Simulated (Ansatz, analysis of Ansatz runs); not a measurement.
**How often does N try the jump in Al3GaN4 (Pm)?**

Aim: the prefactor of a hop in Al3GaN4 (Pm) (V_N hop (3.1 Å), charge +3) from the modes of the moving atom at the start and at the top of a path found beforehand. Model: a cell of 96 host atoms with 1 N taken out.

Main program and level: Ansatz 0.2.0; plane-wave PAW DFT, PBEsol; finite-difference force constants of the moving atom alone.

## 1. The starting structure

The cell holds 95 atoms: 36 Al, 12 Ga and 47 N. Its edges and angles: a = 10.087 Å, b = 9.390 Å, c = 10.836 Å, α = 90.0°, β = 90.0°, γ = 90.0°. It derives from Al3GaN4 (space group Pm). Nearest the centre at fractional (0.437, 0.500, 0.502): Al66 at 1.41 Å, N23 at 1.57 Å, Al25 at 2.14 Å, N32 at 2.68 Å, N48 at 2.68 Å, N69 at 2.71 Å, N84 at 2.71 Å, Al90 at 2.78 Å. The cell carries charge +3.

The cell's shortest repeat is 9.4 Å.

## 2. Vibrations of the moving atom at the start point

Harmonic transition-state theory takes the prefactor from the modes at the minimum and at the top. Only the moving atom is displaced, by 0.02 Å, which takes six displaced runs and a reference; the host's atoms are held.

Input file qp3.start.modes/input.yaml:

```yaml
crystal:
  lattice:
    - [10.08692303, 0.0, 0.00025291]
    - [0.0, 9.39015873, 0.0]
    - [-0.00644803, 0.0, 10.83602103]
  atoms:
    - { symbol: Al, position: [0.24966046, 0.165859, 0.08369054] }
    - { symbol: Al, position: [-0.00114343, 0.16564741, 0.41637141] }
    - { symbol: Al, position: [0.00071446, 1.742e-05, 0.16600414] }
    - { symbol: Ga, position: [0.24838886, -1.296e-05, 0.33156219] }
    - { symbol: "N", position: [0.05520946, 3.372e-05, 0.33328955] }
    - { symbol: "N", position: [0.06151963, 0.16624718, 0.08347302] }
    - { symbol: "N", position: [0.31197158, 0.16634393, 0.41983493] }
    - { symbol: "N", position: [0.31210718, -1.519e-05, 0.16299363] }
    - { symbol: Al, position: [0.24685561, 0.16321082, 0.58095525] }
    - { symbol: Al, position: [-8.784e-05, 0.16510355, 0.91875504] }
    - { symbol: Al, position: [-0.00134337, 1.291e-05, 0.66645554] }
    - { symbol: Ga, position: [0.24865517, 7.63e-06, 0.83330738] }
    - { symbol: "N", position: [0.0554236, 4.126e-05, 0.83256117] }
    - { symbol: "N", position: [0.0604881, 0.1649377, 0.58283085] }
    - { symbol: "N", position: [0.31361818, 0.16658261, 0.91951361] }
    - { symbol: "N", position: [0.31312219, -2.382e-05, 0.66287249] }
    - { symbol: Al, position: [0.24921432, 0.49997519, 0.08488225] }
    - { symbol: Al, position: [0.00373021, 0.50005174, 0.4091907] }
    - { symbol: Al, position: [-0.0001392, 0.33256813, 0.16394192] }
    - { symbol: Ga, position: [0.24646727, 0.32850581, 0.33089027] }
    - { symbol: "N", position: [0.055097, 0.33172472, 0.3317283] }
    - { symbol: "N", position: [0.06093781, 0.50001924, 0.0838191] }
    - { symbol: "N", position: [0.3081522, 0.5000668, 0.42095208] }
    - { symbol: "N", position: [0.31247162, 0.33324574, 0.16338847] }
    - { symbol: Al, position: [0.24386603, 0.49997829, 0.58341066] }
    - { symbol: Al, position: [-0.00077775, 0.50003367, 0.91887898] }
    - { symbol: Al, position: [0.00446641, 0.32580765, 0.66987487] }
    - { symbol: Ga, position: [0.24642367, 0.33368317, 0.83833998] }
    - { symbol: "N", position: [0.05516699, 0.33291966, 0.83516461] }
    - { symbol: "N", position: [0.04913571, 0.50002616, 0.583416] }
    - { symbol: "N", position: [0.31228352, 0.50006345, 0.92083358] }
    - { symbol: "N", position: [0.30692681, 0.33417215, 0.66288537] }
    - { symbol: Al, position: [0.2496577, 0.83409425, 0.08367385] }
    - { symbol: Al, position: [-0.00115212, 0.83443415, 0.41635672] }
    - { symbol: Al, position: [-0.0001539, 0.66747407, 0.16393657] }
    - { symbol: Ga, position: [0.24647506, 0.67148194, 0.33086984] }
    - { symbol: "N", position: [0.05510048, 0.66836966, 0.33171758] }
    - { symbol: "N", position: [0.06151218, 0.83378934, 0.08346968] }
    - { symbol: "N", position: [0.31198487, 0.83372997, 0.41986371] }
    - { symbol: "N", position: [0.31247303, 0.66672648, 0.16336567] }
    - { symbol: Al, position: [0.24682178, 0.83669195, 0.5809859] }
    - { symbol: Al, position: [-9.095e-05, 0.83499023, 0.91875589] }
    - { symbol: Al, position: [0.00444409, 0.67420095, 0.66986229] }
    - { symbol: Ga, position: [0.24638948, 0.66629943, 0.83833811] }
    - { symbol: "N", position: [0.05512565, 0.66714977, 0.83516557] }
    - { symbol: "N", position: [0.06044333, 0.83507891, 0.58282991] }
    - { symbol: "N", position: [0.31358832, 0.83355046, 0.91948495] }
    - { symbol: "N", position: [0.30690406, 0.66581881, 0.6629294] }
    - { symbol: Al, position: [0.75167394, 0.16567404, 0.08404084] }
    - { symbol: Al, position: [0.49844492, 0.16585332, 0.41570957] }
    - { symbol: Al, position: [0.50037071, 2.745e-05, 0.16731351] }
    - { symbol: Ga, position: [0.74973424, -1.36e-05, 0.33243822] }
    - { symbol: "N", position: [0.55561848, 2.025e-05, 0.33426658] }
    - { symbol: "N", position: [0.56264979, 0.16482097, 0.08407082] }
    - { symbol: "N", position: [0.81110838, 0.16719819, 0.42002802] }
    - { symbol: "N", position: [0.81214351, -1.882e-05, 0.16376892] }
    - { symbol: Al, position: [0.75136433, 0.16647467, 0.58287325] }
    - { symbol: Al, position: [0.50080418, 0.16308387, 0.9213224] }
    - { symbol: Al, position: [0.50124514, 9.67e-06, 0.66522968] }
    - { symbol: Ga, position: [0.75057849, 6.86e-06, 0.83322152] }
    - { symbol: "N", position: [0.55556562, 6.625e-05, 0.83164207] }
    - { symbol: "N", position: [0.56113488, 0.16779462, 0.58245619] }
    - { symbol: "N", position: [0.81209737, 0.16636925, 0.91994528] }
    - { symbol: "N", position: [0.80979327, 1.538e-05, 0.66266778] }
    - { symbol: Al, position: [0.75034189, 0.49997493, 0.08399143] }
    - { symbol: Al, position: [0.48350825, 0.50007118, 0.37934589] }
    - { symbol: Al, position: [0.50078604, 0.33044161, 0.16109832] }
    - { symbol: Ga, position: [0.75102532, 0.33203693, 0.33156021] }
    - { symbol: "N", position: [0.55601281, 0.33190664, 0.33184963] }
    - { symbol: "N", position: [0.56085115, 0.50001519, 0.08380503] }
    - { symbol: "N", position: [0.81318592, 0.50004281, 0.41640471] }
    - { symbol: "N", position: [0.81106019, 0.33326982, 0.16276783] }
    - { symbol: Al, position: [0.8126246, 0.49996426, 0.583802] }
    - { symbol: Al, position: [0.49883951, 0.50003836, 0.9190313] }
    - { symbol: Al, position: [0.48395098, 0.29845722, 0.68420319] }
    - { symbol: Ga, position: [0.75121092, 0.33298664, 0.83495953] }
    - { symbol: "N", position: [0.55605538, 0.33350517, 0.83471498] }
    - { symbol: "N", position: [0.81130387, 0.50003881, 0.9198336] }
    - { symbol: "N", position: [0.81287817, 0.33048489, 0.66523895] }
    - { symbol: Al, position: [0.7516678, 0.83427607, 0.08403063] }
    - { symbol: Al, position: [0.49847243, 0.83422125, 0.41572937] }
    - { symbol: Al, position: [0.50078879, 0.66960949, 0.16109352] }
    - { symbol: Ga, position: [0.75100892, 0.66795432, 0.33156463] }
    - { symbol: "N", position: [0.55601305, 0.66821271, 0.33180095] }
    - { symbol: "N", position: [0.56264234, 0.8352122, 0.0840535] }
    - { symbol: "N", position: [0.81113442, 0.83289729, 0.42001807] }
    - { symbol: "N", position: [0.81105143, 0.66670543, 0.16275844] }
    - { symbol: Al, position: [0.75140811, 0.83347922, 0.58286665] }
    - { symbol: Al, position: [0.50077417, 0.8370514, 0.92129485] }
    - { symbol: Al, position: [0.48394055, 0.70151705, 0.6841591] }
    - { symbol: Ga, position: [0.75121808, 0.66700057, 0.83496901] }
    - { symbol: "N", position: [0.55606708, 0.66657152, 0.83469663] }
    - { symbol: "N", position: [0.56120142, 0.83218477, 0.58249677] }
    - { symbol: "N", position: [0.81207695, 0.83373406, 0.91993245] }
    - { symbol: "N", position: [0.81284592, 0.66946066, 0.66522718] }
  symmetry: { detect: false }
total_charge: 3
basis:
  ecutwfc: 420
  xc_grid: 2
hamiltonian:
  xc: pbesol
kpoints:
  mp_grid: { grid: [1, 1, 1], shift: [0.25, 0.25, 0.25] }
scf:
  occupations: { method: fixed }
  max_iter: 150
phonons:
  supercell: [1, 1, 1]
  displaced_sites: [22]
  amplitude: 0.02
```

The run is started by

```console
$ ansatz run input.yaml --threads 32 --pin off --max-ram 84787MiB --backend cuda --events-out ev --progress --plain --runs-dir out --max-vram 78GiB
```

Numbers of over 12 decimals in the logs are rounded to 6 here.

What it wrote:

```text
[... repeated set-up lines and file paths are left out, and long positions are rounded to six places ...]
Engine: ansatz 0.2.0, aarch64-unknown-linux-gnu
Pseudopotentials: kind: paw
Pseudopotential: Al, paw, valence charge 3, recommended cutoff 420 eV (normal), Al.paw.azcp
Pseudopotential: Ga, paw, valence charge 13, recommended cutoff 420 eV (normal), Ga.paw.azcp
Pseudopotential: N, paw, valence charge 5, recommended cutoff 420 eV (normal), N.paw.azcp
Functional definition: PBEsol
  exchange = pbesol_x
  correlation = pbesol_c
[...]
Crystal: 95 atoms, lattice volume = 1026.364 Å³
Basis set: ecut = 420 eV, 20007 PW (Γ), exchange–correlation on 144×128×150 points (8 copies of the dense FFT grid, shifted against one another)
Bands: 343, of which v1, the nominal top of the filled ones, is band 248 counted from 1 (247 counted from 0)
Symmetry: 1 space group operations
k-points: 1
Non-local potential: Al, projectors of the file, l = 0: 2, l = 1: 2, l = 2: 1
Non-local potential: Ga, projectors of the file, l = 0: 2, l = 1: 2, l = 2: 3, l = 3: 1
Non-local potential: N, projectors of the file, l = 0: 2, l = 1: 2, l = 2: 1
PAW form: soft (Blöchl's): semilocal exchange-correlation on the pseudo side does not see the compensation charge
PAW frozen core: Al, regenerated for the run's functional, and the local potential with it (the file was generated under x = pbe(κ = 0.804, μ = 0.219515), c = pbe(β = 0.066725))
PAW frozen core: Ga, regenerated for the run's functional, and the local potential with it (the file was generated under x = pbe(κ = 0.804, μ = 0.219515), c = pbe(β = 0.066725))
PAW frozen core: N, regenerated for the run's functional, and the local potential with it (the file was generated under x = pbe(κ = 0.804, μ = 0.219515), c = pbe(β = 0.066725))
PAW one-centre angular grid: Al, 110 points (default); XC on 64 Gauss nodes
PAW one-centre angular grid: Ga, 590 points (default); XC on 64 Gauss nodes
PAW one-centre angular grid: N, 110 points (default); XC on 64 Gauss nodes
Initial density: superposition of atomic densities (neutral atoms scaled as one to the charged cell's electrons: chi_scale 0, normalization atom), corrected by the library's trained network
Initial wavefunctions: pseudopotential atomic-orbital guess
[...]
Functional: x = pbesol(κ = 0.804, μ = 0.123457), c = pbesol(β = 0.046)
SCF iter   1: F=—  HF=-81733.073523 eV  |F-HF|=—  |Δ(HF+E_count)|=         —  Δρ=1.41e-2  dr2=4.16e0  ethr=1.77e-3  ⟨swp⟩=5.0  Hψ=1173  notcnv=0  defer=92
preconditioner: auto → Resta (q_TF=auto, 2.417 Å⁻¹)  ε∞=4.0  [insulator: Δε(μ)=2.771 eV  Ē_g=14.840 eV  n_scr=252 (ndim 8)  ℏωp=25.8 eV  f_vac=0.000  ε∞_Penn≈4.0]
SCF iter   2: F=—  HF=-81731.915973 eV  |F-HF|=—  |Δ(HF+E_count)|=    1.16e0  Δρ=4.67e-3  dr2=8.67e-1  ethr=8.38e-4  ⟨swp⟩=2.0  Hψ=603  notcnv=0  defer=93
[...]
SCF iter  14: F=-81731.560414 eV  HF=-81731.560414 eV  |F-HF|=8.73e-11  |Δ(HF+E_count)|=  2.91e-10  Δρ=1.17e-7  dr2=1.90e-10  ethr=1.00e-12  ⟨swp⟩=3.0  Hψ=843  notcnv=0
SCF 1 converged in 14 iterations: F = -81731.560414 eV  dr2 = 1.90e-10
  greatest PAW one-centre occupation: 0.995 electrons in one spin orbital (limit 2), on the Ga atom at site 67 (counted from 0), in its partial waves of l = 2
[...]
iter 1 solved again at ethr=4.06e-7 eV; its pass at ethr=3.10e-3 eV (dr2=2.01e-3 eV) is discarded
SCF iter   1: F=—  HF=-81731.558741 eV  |F-HF|=—  |Δ(HF+E_count)|=         —  Δρ=4.27e-4  dr2=2.96e-3  ethr=4.06e-7  ⟨swp⟩=3.0  Hψ=1015  notcnv=0  defer=93
SCF iter   2: F=—  HF=-81731.557940 eV  |F-HF|=—  |Δ(HF+E_count)|=   8.01e-4  Δρ=2.09e-4  dr2=6.50e-4  ethr=4.06e-7  ⟨swp⟩=2.0  Hψ=494  notcnv=0  defer=89
[...]
SCF iter  10: F=-81731.555878 eV  HF=-81731.555878 eV  |F-HF|=1.16e-10  |Δ(HF+E_count)|=  1.75e-10  Δρ=6.82e-8  dr2=4.77e-11  ethr=1.00e-12  ⟨swp⟩=3.0  Hψ=843  notcnv=0
SCF 2 converged in 10 iterations: F = -81731.555878 eV  dr2 = 4.77e-11
[...]
iter 1 solved again at ethr=8.30e-10 eV; its pass at ethr=3.10e-3 eV (dr2=4.12e-6 eV) is discarded
[...]
SCF 3 converged in 7 iterations: F = -81731.556191 eV  dr2 = 1.71e-11
[...]
SCF 4 converged in 9 iterations: F = -81731.557197 eV  dr2 = 3.43e-11
[...]
SCF 5 converged in 7 iterations: F = -81731.557217 eV  dr2 = 4.36e-11
[...]
SCF 6 converged in 9 iterations: F = -81731.556289 eV  dr2 = 8.89e-11
[...]
SCF 7 converged in 7 iterations: F = -81731.556491 eV  dr2 = 1.52e-11
SCF converged after 14 iterations
[...]
[... 3 atoms left out ...]
  atom  90  Al    -0.00592161     0.00193514    -0.00187340
  [... 5 atoms left out ...]
  max |Σ_I F_I| component: 8.88e-6 eV/Å
--- Band table (eV) ---
  k-point 0: bands = ["-7.6081", "-7.2862", "-7.2392", "-7.1551", [... 54 left out ...] "-5.1076", "-5.0974", "-5.0947", "-5.080"]
--- Phonons: 6 displaced members + reference (amplitude 0.02 Å, Σ member SCF iterations 49) ---
  symmetry images taken by strict's conditions (phonons.symmetry_images: auto; settled by no image being taken that strict refuses)
  force constants formed among 1 of 95 sites (N 22); the other 94 at rest. The modes move the named sites alone.
  the frequencies, the zero-point energy and the sums are of the block with the acoustic sum rule laid on its rows. Row sums over every site: 8.6e-5 eV/Å² at the most
  transpose residual: 1.1e-3 eV/Å²
  largest component of a force at the reference: 2.4e-3 eV/Å on a named site, 8.9e-3 eV/Å on a site at rest
  frequencies among the named sites at Γ of the cell (cm⁻¹): 546.80 558.06 719.07
  unstable modes among the named sites: 0
  frequencies as built, with no sum rule (cm⁻¹): 546.80 558.06 719.07
  zero-point energy: 0.113069 eV/cell   skipped modes (ω ≤ 0): 0
  not written: the harmonic force-constant file, the file of eigenvectors (these modes' are written with the force constants), the density of states and the dispersion, which are of every site
```

The job ended after 3.9 s (1 × NVIDIA GB200 with 32 threads of Arm Neoverse V2, shared host; peak memory 1.8 GiB; 15 s of CPU time).

Numbers from this step:

- free energy: -81731.5604 eV
- frequencies of moving atom: 546.8, 558.1, 719.1 cm⁻¹ (negative: imaginary)

The three modes are 547, 558 and 719 cm⁻¹: all real, a minimum for this atom with the others held.

(Part 1 of 2 ends here.)

[Logs are printed without paths, hosts, clocks, repeated set-up lines and the standing remarks that a program may print on its own settings, such as how far it seeks lower states.]

[Hosts, paths, dates, database ids (printed as entryN), source tags and the programs' standing remarks are cut or masked in the printed files.]
